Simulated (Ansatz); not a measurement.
# Σ11 (332)[1-10] symmetric tilt boundary in Li (160 atoms): repeated cells from small to large

Aim: repeat one cell of Σ11 (332)[1-10] symmetric tilt boundary in Li (160 atoms) to ever larger supercells at Γ and follow error, time and memory.

Method: Kohn-Sham DFT, revPBE, PAW (set soft_2), plane waves, in Ansatz 0.2.0.

Report form: the programs' logs are mostly left out.

**1. Starting point**

The cell holds 160 atoms: 160 Li. Cell: a = 9.928 Å, b = 11.641 Å, c = 33.127 Å, α = 90.0°, β = 90.0°, γ = 90.0°. It derives from Li (bcc). Bcc Li (a = 3.51 Å); two grains mirrored in (332), tilt axis [1-10], misorientation 129.52 deg; 2 x 2 boundary periods, 1 lattice periods a grain, two boundaries a cell, upper grain shifted by [0.214, 0.403] of the boundary cell and opened by 0.1 Å, one atom of each pair nearer than 2.493 Å removed; not relaxed, displaced by a Gaussian of 0.02 Å. Regions: lower grain, 88 atoms (88 Li); upper grain, 72 atoms (72 Li).

Limits known from the start: The host structure and its lattice constant were typed by rule, without a check against the phase diagram.

**2. Plane waves, typed cell on a dense mesh**

The typed cell on a k-mesh is the yardstick: it samples like Γ on the cell repeated as often as the mesh has points along each axis. Its own convergence isn't tested.

input.yaml reads:

```yaml
crystal:
  lattice:
    - [9.92778, 0.0, 0.0]
    - [0.0, 11.64135, 0.0]
    - [0.0, 0.0, 33.12672]
  atoms:
    - { symbol: Li, position: [0.75046, 0.86527, 0.02307] }
    - { symbol: Li, position: [0.25049, 0.86217, 0.0213] }
    - { symbol: Li, position: [0.50155, 0.49747, 0.00048] }
    - { symbol: Li, position: [0.49832, 0.72879, 0.04545] }
    - { symbol: Li, position: [0.49901, 0.95518, 0.08997] }
    - { symbol: Li, position: [0.74999, 0.36512, 0.02352] }
    - { symbol: Li, position: [0.74933, 0.59094, 0.06869] }
    - { symbol: Li, position: [0.74558, 0.82032, 0.1128] }
    - { symbol: Li, position: [0.99972, 0.49977, 0.99983] }
    - { symbol: Li, position: [0.00036, 0.72413, 0.04298] }
    - { symbol: Li, position: [0.00042, 0.95387, 0.09022] }
    - { symbol: Li, position: [0.24864, 0.36274, 0.02202] }
    - { symbol: Li, position: [0.25027, 0.59006, 0.06773] }
    - { symbol: Li, position: [0.2489, 0.82162, 0.11221] }
    - { symbol: Li, position: [0.49938, 3.0e-05, 0.00064] }
    - { symbol: Li, position: [0.5002, 0.22723, 0.04546] }
    - { symbol: Li, position: [0.49705, 0.45325, 0.08881] }
    - { symbol: Li, position: [0.49953, 0.68145, 0.13516] }
    - { symbol: Li, position: [0.50291, 0.90709, 0.18169] }
    - { symbol: Li, position: [0.74922, 0.09518, 0.06781] }
    - { symbol: Li, position: [0.74697, 0.32182, 0.11231] }
    - { symbol: Li, position: [0.75147, 0.54453, 0.15882] }
    - { symbol: Li, position: [0.75304, 0.77579, 0.20334] }
    - { symbol: Li, position: [0.00077, 0.99827, 0.99957] }
    - { symbol: Li, position: [0.00033, 0.22602, 0.04396] }
    - { symbol: Li, position: [0.99894, 0.45556, 0.09038] }
    - { symbol: Li, position: [0.99889, 0.6823, 0.13435] }
    - { symbol: Li, position: [0.99874, 0.90786, 0.1798] }
    - { symbol: Li, position: [0.24934, 0.08756, 0.06886] }
    - { symbol: Li, position: [0.25382, 0.31581, 0.11334] }
    - { symbol: Li, position: [0.25186, 0.5448, 0.15863] }
    - { symbol: Li, position: [0.2502, 0.77439, 0.20314] }
    [... 122 atom lines left out ...]
    - { symbol: Li, position: [0.4611, 0.81232, 0.56831] }
    - { symbol: Li, position: [0.46032, 0.03945, 0.52282] }
    - { symbol: Li, position: [0.71384, 0.44867, 0.59055] }
    - { symbol: Li, position: [0.96501, 0.54004, 0.52323] }
    - { symbol: Li, position: [0.2143, 0.44887, 0.5898] }
    - { symbol: Li, position: [0.46366, 0.54079, 0.52164] }
kpoints:
  mp_grid: { grid: [4, 3, 1] }
hamiltonian:
  xc: revpbe
scf:
  occupations: { method: cold, width: 0.15 }
output:
  forces: true
  stress: true
  populations: true
  dos:
    method: { smearing: { sigma: 0.1 } }
    de: 0.1
    projected:
      site_lists:
        Li: [Li]
        upper_grain: [88, 89, 90, 91, 92, 93, 94, 95, 96, 97, 98, 99, 100, 101, 102, 103, 104, 105, 106, 107, 108, 109, 110, 111, 112, 113, 114, 115, 116, 117, 118, 119, 120, 121, 122, 123, 124, 125, 126, 127, 128, 129, 130, 131, 132, 133, 134, 135, 136, 137, 138, 139, 140, 141, 142, 143, 144, 145, 146, 147, 148, 149, 150, 151, 152, 153, 154, 155, 156, 157, 158, 159]
  eigenvalues: true
```

Launch:

```
$ ansatz run input.yaml --threads 6 --pin off --max-ram 102400MiB --backend cuda --events-out ev --progress --plain --runs-dir out
```

Run time: 15 s. Hardware: 1 × NVIDIA H100 80GB HBM3 with 6 threads of AMD EPYC 7R13 (Zen 3), shared host; peak memory 3.6 GiB.

That memory is the host's; the program planned up to 51.2 GiB on the GPU.

Numbers from this run:

* free energy: -32832.8710 eV
* free energy per atom: -205.2054 eV/atom
* SCF cycles: 9
* pressure: -0.6499 GPa
* r.m.s. force component: 0.07636 eV/Å
* longest force: 0.2881 eV/Å
* Fermi energy: 0.5833 eV
* levels partly filled by over 2 per cent: 79
* spilling of the projection: 0.02877

The r.m.s. force component of 0.076 eV/Å sets the scale for the differences below.

**3. Plane waves, 160 atoms**

The typed cell is solved at Γ alone, the coarsest sampling of the series.

input.yaml, the sections that differ from step 2:

```yaml
kpoints:
  mp_grid: { grid: [1, 1, 1] }
output:
  forces: true
# crystal, hamiltonian, scf: as in step 2
```

Run time: 4.2 s. Hardware: 1 × NVIDIA H100 80GB HBM3 with 6 threads; peak memory 1.4 GiB; 4.5 s of CPU time.

That memory is the host's; the program planned up to 7.3 GiB on the GPU.

The energy lies 31.3 meV/atom below the dense-mesh reference.

**4. Support functions, 160 atoms**

The typed cell is solved at Γ alone, now in support functions.

This step: Kohn-Sham DFT, revPBE, PAW (set soft_2), localised support functions (medium) (Ansatz 0.2.0).

Changes to input.yaml since step 3:

```diff
@@ -13,2 +13,5 @@
   occupations: { method: cold, width: 0.15 }
+  eigensolver: { kind: { support_functions: { accuracy: medium } } }
+  mixing: { beta: 0.2 }
+  max_iter: 150
 output:
```

Run time: 4.6 s. Hardware: 1 × NVIDIA H100 80GB HBM3 with 6 threads; peak memory 1.3 GiB; 7.7 s of CPU time.

That memory is the host's; the program planned up to 4.9 GiB on the GPU.

The program notes that the band table was not solved further than the SCF left it and it switched symmetry off.

The energy lies 31.5 meV/atom below the dense-mesh reference, and 0.28 meV/atom below plane waves of the same size, an offset between the two bases that leaves the sampling error alike.

**5. Plane waves, 320 atoms**

The cell is repeated and solved at Γ in plane waves, whose cost grows towards the cube of the size.

This step: Kohn-Sham DFT, revPBE, PAW (set soft_2), plane waves (Ansatz 0.2.0).

input.yaml, the sections that differ from step 4:

```yaml
crystal:
  lattice:
    - [9.92778, 0.0, 0.0]
    - [0.0, 11.64135, 0.0]
    - [0.0, 0.0, 33.12672]
  atoms:
    [... the 160 atom lines of step 2 ...]
  supercell: [2, 1, 1]
scf:
  occupations: { method: cold, width: 0.15 }
# kpoints, hamiltonian, output: as in step 4
```

Wall time 5.8 s (1 × NVIDIA H100 80GB HBM3 with 6 threads); peak memory 1.9 GiB; 9.9 s of CPU time.

That memory is the host's; the program planned up to 18.9 GiB on the GPU.

It converged in 9 SCF cycles; the log is left out.

The energy lies 10.0 meV/atom above the dense-mesh reference.

**6. Support functions, 320 atoms**

The repeated cell is solved at Γ in support functions.

This step: Kohn-Sham DFT, revPBE, PAW (set soft_2), localised support functions (medium) (Ansatz 0.2.0).

Changes to input.yaml since step 5:

```diff
@@ -14,2 +14,5 @@
   occupations: { method: cold, width: 0.15 }
+  eigensolver: { kind: { support_functions: { accuracy: medium } } }
+  mixing: { beta: 0.2 }
+  max_iter: 150
 output:
```

Wall time 8.3 s (1 × NVIDIA H100 80GB HBM3 with 6 threads); peak memory 1.9 GiB.

That memory is the host's; the program planned up to 7.8 GiB on the GPU.

The program notes that the correction for the support functions is uncertain.

It converged in 15 SCF cycles; the log is left out.

The energy lies 9.79 meV/atom above the dense-mesh reference, and 0.25 meV/atom below plane waves of the same size, an offset between the two bases that leaves the sampling error alike.

**7. Plane waves, 640 atoms**

This step: Kohn-Sham DFT, revPBE, PAW (set soft_2), plane waves (Ansatz 0.2.0).

input.yaml, the sections that differ from step 6:

```yaml
crystal:
  lattice:
    - [9.92778, 0.0, 0.0]
    - [0.0, 11.64135, 0.0]
    - [0.0, 0.0, 33.12672]
  atoms:
    [... the 160 atom lines of step 2 ...]
  supercell: [2, 2, 1]
scf:
  occupations: { method: cold, width: 0.15 }
# kpoints, hamiltonian, output: as in step 6
```

The job ended after 15 s (1 × NVIDIA H100 80GB HBM3 with 6 threads; peak memory 2.9 GiB; 25 s of CPU time).

That memory is the host's; the program planned up to 61.3 GiB on the GPU.

It converged in 8 SCF cycles; the log is left out.

The energy lies 0.404 meV/atom above the dense-mesh reference.

**8. Support functions, 640 atoms**

This step: Kohn-Sham DFT, revPBE, PAW (set soft_2), localised support functions (medium) (Ansatz 0.2.0).

Changes to input.yaml since step 7:

```diff
@@ -14,2 +14,5 @@
   occupations: { method: cold, width: 0.15 }
+  eigensolver: { kind: { support_functions: { accuracy: medium } } }
+  mixing: { beta: 0.2 }
+  max_iter: 150
 output:
```

It took 14 s on 1 × NVIDIA H100 80GB HBM3 with 6 threads; peak memory 2.9 GiB.

That memory is the host's; the program planned up to 13.5 GiB on the GPU.

It converged in 14 SCF cycles; the log is left out.

The energy lies 0.152 meV/atom above the dense-mesh reference, and 0.25 meV/atom below plane waves of the same size, an offset between the two bases that leaves the sampling error alike.

**9. Support functions, 1440 atoms**

Changes to input.yaml since step 8:

```diff
@@ -7,3 +7,3 @@
     [... the 160 atom lines of step 2 ...]
-  supercell: [2, 2, 1]
+  supercell: [3, 3, 1]
 kpoints:
```

Elapsed: 28 s, on 1 × NVIDIA H100 80GB HBM3 with 6 threads; peak memory 5.6 GiB; 44 s of CPU time.

That memory is the host's; the program planned up to 26.5 GiB on the GPU.

The program notes that the forces don't sum to zero within tolerance.

It converged in 16 SCF cycles; the log is left out.

The energy lies 0.356 meV/atom above the dense-mesh reference.

**10. Support functions, 2560 atoms**

Changes to input.yaml since step 9:

```diff
@@ -7,3 +7,3 @@
     [... the 160 atom lines of step 2 ...]
-  supercell: [3, 3, 1]
+  supercell: [4, 4, 1]
 kpoints:
```

Wall time 67 s (1 × NVIDIA H100 80GB HBM3 with 6 threads); peak memory 8.7 GiB.

That memory is the host's; the program planned up to 48.9 GiB on the GPU.

The energy lies 1.17 meV/atom below the dense-mesh reference.

**11. Cost and error against size**

Differences are against the typed cell on a 4×3×1 mesh, which samples like Γ on 1920 atoms (r.m.s. force component 0.0764 eV/Å). Every repeated cell is solved at Γ, and forces are averaged over the copies of each atom. Hardware: 1 × NVIDIA H100 80GB HBM3 with 6 threads of AMD EPYC 7R13 (Zen 3), shared host.

```tsv
atoms	repeats	basis	Δ force, r.m.s. (meV/Å)	Δ energy (meV/atom)	less plane waves of the same size (meV/atom)	spread among copies (meV/Å)	SCF cycles	time	host memory (GiB)	planned on the GPU (GiB)
160	1×1×1	plane waves	28.8	-31.3	-	-	9	4.2 s	1.4	7.3
160	1×1×1	support functions	28.8	-31.5	-0.28	-	14	4.6 s	1.3	4.9
320	2×1×1	plane waves	18.2	10.0	-	0	9	5.8 s	1.9	19
320	2×1×1	support functions	18.2	9.79	-0.25	0.007	15	8.3 s	1.9	7.8
640	2×2×1	plane waves	9.46	0.404	-	0	8	15 s	2.9	61
640	2×2×1	support functions	9.48	0.152	-0.25	0.013	14	14 s	2.9	14
1440	3×3×1	support functions	3.95	0.356	-	0.014	16	28 s	5.6	26
2560	4×4×1	support functions	3.7	-1.17	-	1.1	17	67 s	8.7	49
```

**12. The reference in detail**

The comparisons rest on this run, so its electronic structure is set out here.

Length of the force by element:

```tsv
element	coordination	atoms	mean length of the force (eV/Å)	spread	least	most
Li	all	160	0.107	0.0777	0.0068	0.288
```

The mean of these charges, 0.086 e, is only the charge that the projection spills.

Löwdin charges by element (they lack the spilled electrons, 0.086 e an atom on average):

```tsv
element	coordination	atoms	mean charge (e)	spread	least	most
Li	all	160	0.0863	0.0145	0.0585	0.132
```

By region:

```tsv
region	atoms	mean length of the force (eV/Å)
lower grain	88	0.087
upper grain	72	0.132
```

States in the cell by windows of 1 eV, zero at the Fermi level; the larger projections on atomic orbitals stand beside the total:

```tsv
from (eV)	to (eV)	total	Li s	upper grain
-18	-4	0.0	0.0	0.0
-4	-3	6.2	6.2	2.4
-3	-2	33.2	32.9	14.6
-2	-1	51.2	49.1	22.4
-1	0	67.6	56.7	26.0
0	1	84.0	41.3	18.9
1	2	60.9	17.1	8.0
2	3	46.8	11.9	5.8
```

The stored curve holds about 158 of the 480 electrons; the rest, give or take the few that broadening carries across the Fermi level, lie in deeper levels below its range.

The levels nearest the highest filled one (over half full), pooled over k-points and spins:

```tsv
level less the highest filled one (eV)	occupation
-0.0114	1.14
-0.0113	1.14
-0.0094	1.12
-0.0058	1.08
-5.0e-4	1.03
0	1.02
0.0037	0.987
0.0047	0.977
0.0166	0.863
0.0194	0.837
0.0238	0.796
0.0255	0.781
```

Löwdin charges run from +0.06 to +0.13 e, about a mean that is the spilled charge alone. Among metals such projection charges depend strongly on the orbitals used and are no measure of ionicity.

**13. Results**

```
free energy per atom        : -205.2054 eV/atom
density                     : 0.4816 g/cm³
pressure                    : -0.6499 GPa
r.m.s. force component      : 0.07636 eV/Å
wall time of the 9 DFT runs : 2.7 min
```

**Reading.** Repeating the cell at Γ samples more k-points: in plane waves the energy difference from the dense mesh goes from -31.3 meV/atom at 160 atoms to 0.404 at 640, and the force difference from 29 to 9.5 meV/Å. With plane waves, the time grows as the 1.4 power of the atom count between the two largest sizes, 320 and 640 atoms. The smaller run is short enough for fixed overheads to flatten this slope. With support functions, the time grows as the 1.5 power of the atom count between the two largest sizes, 1440 and 2560 atoms. At equal size the support functions lie 0.25 to 0.28 meV/atom below plane waves, likely because their grid holds more waves than 420 eV; no run tests this. Support functions take 1.1 times the time of plane waves at 160 atoms and 0.93 times at 640, so the crossover lies within the series. Each time is a single run, so ratios and crossover are rough. The bases also began from different starting densities. At the largest size the support functions' forces differ from the reference by 4.8 % of the r.m.s. force, which holds the difference of sampling between the two as well as that of the basis.

79 levels are partly filled, by over 2 % (on the run's k-points), as in a metal.

[Logs are printed without paths, hosts, clocks, repeated set-up lines and the standing remarks that a program may print on its own settings, such as how far it seeks lower states.]

[Hosts, paths, dates, database ids (printed as entryN), source tags and the programs' standing remarks are cut or masked in the printed files.]
